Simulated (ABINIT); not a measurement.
# Quasiparticle gap of InF3 (R-3c) in ABINIT, part 3 of 3

Wanted: ground state, empty states, screening and self-energy for InF3 (R-3c).

ABINIT 10.8.3; LDA and many-body steps on it, plane waves. Known limits of the many-body steps: not at the basis limit; no spin-orbit coupling.

So far. Step 4 (Empty states on the mesh, 4×4×4 mesh, 114 bands): On this mesh the gap is 4.010 eV. Step 5 (Screening, 4×4×4 mesh, 104 bands, screening to 89.8 eV): Local fields lower ε∞ by 3 %.

## (6) Self-energy, 4×4×4 mesh, 104 bands, screening to 89.8 eV

The self-energy is evaluated for the states that the input lists, and the levels follow from it, in one-shot runs by the linearised quasiparticle equation.

This step: G0W0 on LDA, plane waves, norm-conserving pseudopotentials.

File run.abi:

```
acell 3*1.0 Angstrom
rprim 
  2.602141182914 1.502346912402 4.907506134507
  -2.602141182914 1.502346912402 4.907506134507
  0.000000000000 -3.004693824873 4.907506134486
ntypat 2
znucl 49 9
natom 8
typat 1 1 2 2 2 2 2 2
xred 
  0.500000000000 0.500000000000 0.500000000000
  -0.000000000000 0.000000000000 0.000000000000
  0.395709220000 0.750000000000 0.104290780000
  0.750000000000 0.104290780000 0.395709220000
  0.895709220000 0.604290780000 0.250000000000
  0.250000000000 0.895709220000 0.604290780000
  0.604290780000 0.250000000000 0.895709220000
  0.104290780000 0.395709220000 0.750000000000
pp_dirpath "pseudos"
pseudos "In.upf, F.upf"
ecut 36
ngkpt 4 4 4
nshiftk 1
shiftk 0 0 0
kptopt 1
chksymbreak 0
istwfk *1
occopt 1
irdwfk 1
optdriver 4
nband 104
gwcalctyp 0
ecutsigx 36
symsigma 1
nkptgw 2
kptgw 
  0.5000000000 0.5000000000 0.0000000000
  0.0000000000 0.0000000000 0.0000000000
bdgw 
  41 44
  41 44
ecuteps 3.3
irdscr 1
ppmodel 1
indata_prefix "in"
outdata_prefix "out"
tmpdata_prefix "tmp"
```

Launch:

```sh
$ OMP_NUM_THREADS=1 mpirun -n 8 abinit run.abi > log
```

Numbers of over 12 decimals in the logs are rounded to 6 here.

Log:

```text
.Version 10.8.3 of ABINIT. v10.8.2 released Aug 2026.

 Symmetries : space group R-3 c (#167); Bravais hR (rhombohedral)
[... echo of the input left out ...]
== DATASET  1 ==================================================================
-   mpi_nproc: 8, omp_nthreads: 1 (-1 if OMP is not activated)

--- !DatasetInfo
iteration_state: {dtset: 1, }
dimensions: {natom: 8, nkpt: 13, mband: 104, nsppol: 1, nspinor: 1, nspden: 1, mpw: 8026, }
cutoff_energies: {ecut:  36.0, pawecutdg:  -1.0, }
electrons: {nelect:   8.40000000E+01, charge:   0.00000000E+00, occopt:   1.00000000E+00, tsmear:   1.00000000E-02, }

 SIGMA: Calculation of the GW corrections

 Based on a program developped by R.W. Godby, V. Olevano, G. Onida, and L. Reining.
 Incorporated in ABINIT by V. Olevano, G.-M. Rignanese, and M. Torrent.
.Using double precision arithmetic ; gwpc =  8

[... cell and pseudopotentials left out ...]
--------------------------------------------------------------------------------

 ==== K-mesh for the wavefunctions ====
 Number of points in the irreducible wedge :    13
[... list of points left out ...]
 Together with 12 symmetry operations and time-reversal symmetry
 yields    64 points in the full Brillouin Zone.

 ==== Q-mesh for screening function ====
 Number of points in the irreducible wedge :    13
[... list of points left out ...]
 Together with 12 symmetry operations and time-reversal symmetry
 yields    64 points in the full Brillouin Zone.

 vcoul_init : cutoff-mode = AUXILIARY_FUNCTION
 q-points for optical limit:   1
     1)      0.000010    0.000020    0.000030
 setmesh: FFT mesh size selected  =    60x   60x   60
          total number of points  =       216000

 Number of electrons calculated from density =   84.0000; Expected =   84.0000
 average of density, n =  0.108136
 r_s =    1.3021
 omega_plasma =   31.7205 [eV]

 === KS Band Gaps ===
  >>>> For spin  1
   Minimum direct gap =   4.0423 [eV], located at k-point      :   0.0000  0.0000  0.0000
   Fundamental gap    =   4.0104 [eV], Top of valence bands at :   0.5000  0.5000  0.0000
                                       Bottom of conduction at :   0.0000  0.0000  0.0000
 SIGMA fundamental parameters:
 PLASMON POLE MODEL  1
 number of plane-waves for SigmaX                 7987
 number of plane-waves for SigmaC and W            211
 number of plane-waves for wavefunctions          7987
 number of bands                                   104
 number of independent spin polarizations            1
 number of spinorial components                      1
 number of k-points in IBZ                          13
 number of q-points in IBZ                          13
 number of symmetry operations                      12
 number of k-points in BZ                           64
 number of q-points in BZ                           64
 number of frequencies for dSigma/dE                 9
 frequency step for dSigma/dE [eV]                0.25
 number of omega for Sigma on real axis              0
 max omega for Sigma on real axis  [eV]           0.00
 zcut for avoiding poles [eV]                     0.10

 EPSILON^-1 parameters (SCR file):
 dimension of the eps^-1 matrix on file            211
 dimension of the eps^-1 matrix used               211
 number of plane-waves for wavefunctions          7987
 number of bands                                   104
 number of q-points in IBZ                          13
 number of frequencies                               2
 number of real frequencies                          1
 number of imag frequencies                          1

 matrix elements of self-energy operator (all in [eV])

 Perturbative Calculation

--- !SelfEnergy_ee
iteration_state: {dtset: 1, }
kpoint     : [   0.500,    0.500,    0.000, ]
spin       : 1
KS_gap     :    6.537
QP_gap     :   11.030
Delta_QP_KS:    4.493
data: !SigmaeeData |
     Band     E0 <VxcDFT>   SigX SigC(E0)      Z dSigC/dE  Sig(E)    E-E0       E
       41  -1.177 -23.605 -30.878   5.163   0.806  -0.240 -25.306  -1.700  -2.877
       42  -1.024 -22.915 -30.810   5.590   0.798  -0.253 -24.755  -1.839  -2.864
       43   5.512 -18.194 -12.844  -2.245   0.855  -0.170 -15.540   2.654   8.166
       44   7.061 -19.119 -13.049  -2.508   0.848  -0.180 -16.100   3.018  10.079

--- !SelfEnergy_ee
iteration_state: {dtset: 1, }
kpoint     : [   0.000,    0.000,    0.000, ]
spin       : 1
KS_gap     :    4.042
QP_gap     :    8.034
Delta_QP_KS:    3.992
data: !SigmaeeData |
     Band     E0 <VxcDFT>   SigX SigC(E0)      Z dSigC/dE  Sig(E)    E-E0       E
       41  -1.056 -22.752 -30.714   5.631   0.797  -0.254 -24.611  -1.859  -2.915
       42  -1.056 -22.752 -30.714   5.631   0.797  -0.254 -24.611  -1.859  -2.915
       43   2.986 -15.001 -10.317  -2.236   0.871  -0.148 -12.868   2.133   5.119
       44   8.395 -19.924 -13.242  -2.740   0.840  -0.190 -16.611   3.313  11.708

== END DATASET(S) ==============================================================
================================================================================

 -outvars: echo values of variables after computation  --------
           etotal      0.0000000000E+00
            nband         104
             nkpt          13
          spgroup         167
 [... the other variables as echoed above ...]

 Calculation completed.
```

Wall time 10 s (8 MPI ranks of Arm Neoverse V2, shared host); peak memory 3.7 GiB.

Numbers from this step:

| Quantity | Value |
| --- | --- |
| G0W0 gap on the points computed | 7.983 eV |
| starting gap on the mesh | 4.010 eV |
| k of the valence top | 0.5, 0.5, 0 |
| k of the conduction bottom | 0, 0, 0 |
| Z at the valence top | 0.798 |
| Z at the conduction bottom | 0.871 |
| least direct G0W0 gap on the computed points | 8.034 eV |

The gap on the mesh goes from 4.01 eV to 7.98 eV, a correction of +3.97 eV.

Limits: finite bands, cutoff and mesh; no spin-orbit coupling. v1 is the top filled band, c1 the lowest empty one. Levels before and after the correction, in eV, zero at the valence-band top of each column:

|  | conduction bottom | valence top |
| --- | --- | --- |
| Kohn-Sham | 4.01 | 0.00 |
| G0W0 | 7.98 | 0.00 |

|  | level | energy (eV) |
| --- | --- | --- |
| Kohn-Sham | (0.5 0.5 0) v2 | -0.152 |
| Kohn-Sham | (0.5 0.5 0) v1 | 0.000 |
| Kohn-Sham | (0.5 0.5 0) c1 | 6.537 |
| Kohn-Sham | (0.5 0.5 0) c2 | 8.086 |
| Kohn-Sham | Γ v2-v1 | -0.032 |
| Kohn-Sham | Γ c1 | 4.010 |
| Kohn-Sham | Γ c2 | 9.419 |
| G0W0 | (0.5 0.5 0) v2 | -0.013 |
| G0W0 | (0.5 0.5 0) v1 | 0.000 |
| G0W0 | (0.5 0.5 0) c1 | 11.030 |
| G0W0 | (0.5 0.5 0) c2 | 12.943 |
| G0W0 | Γ v2-v1 | -0.051 |
| G0W0 | Γ c1 | 7.983 |
| G0W0 | Γ c2 | 14.572 |

## (7) Where the time went

Times are wall times on 8 MPI ranks of Arm Neoverse V2, shared host, good to a factor of about two.

| step | time | share | memory (GiB) |
| --- | --- | --- | --- |
| ground state | 45 s | 13 % | 0.92 |
| bands along the symmetry lines | 42 s | 12 % | 0.82 |
| empty states on the mesh | 54 s | 16 % | 0.86 |
| screening | 3.2 min | 56 % | 6.6 |
| self-energy | 10 s | 3 % | 3.7 |

## (8) Outcome

| Quantity | Value |
| --- | --- |
| LDA gap | 4.01 eV, indirect (only 32 meV under the direct gap) |
| G0W0 gap on the mesh | 7.98 eV |
| GW settings | 4×4×4 mesh, 104 bands, screening to 89.8 eV, Godby-Needs plasmon pole |
| known limits | not at the basis limit; no spin-orbit coupling |

**Reading.** G0W0 moves the gap on the mesh from 4.01 eV to 7.98 eV (+3.97 eV), with Z of 0.80 and 0.87 at the edges. Local fields lower the RPA ε∞ on this mesh from 2.46 to 2.37. Only 2 of the mesh's irreducible points were corrected, so a valley elsewhere could overtake. The dearest step here is «screening». Bands and cutoff are finite, so the gap is not at the basis limit. The miss can reach some tenths of an eV and take either sign; the mesh is an error of its own. In the G0W0 run levels were corrected at 2 k points alone, so a gap called «on the mesh» is the least over those, and an edge elsewhere would be missed. The many-body steps are scalar-relativistic: spin-orbit coupling is not in them.

[Paths, hosts, dates, memory and timing lines, banners, echoed tables and standing remarks are left out of the program output.]

[Logs are printed without paths, hosts, clocks, repeated set-up lines and the standing remarks that a program may print on its own settings, such as how far it seeks lower states.]

[Runs of the session that timed out or met a known fault of the program may be left out.]

[Hosts, paths, dates, database ids (printed as entryN), source tags and the programs' standing remarks are cut or masked in the printed files.]

[G0W0 gaps are taken among the corrected bands and points alone; a level outside them can change the order at an edge.]

[Where Ansatz stands beside ABINIT at settings called matched, ABINIT's density can come from a denser mesh and the files from another edition; pairs whose starting gaps differed by over 0.03 eV were left out, so agreement reads better than it is.]
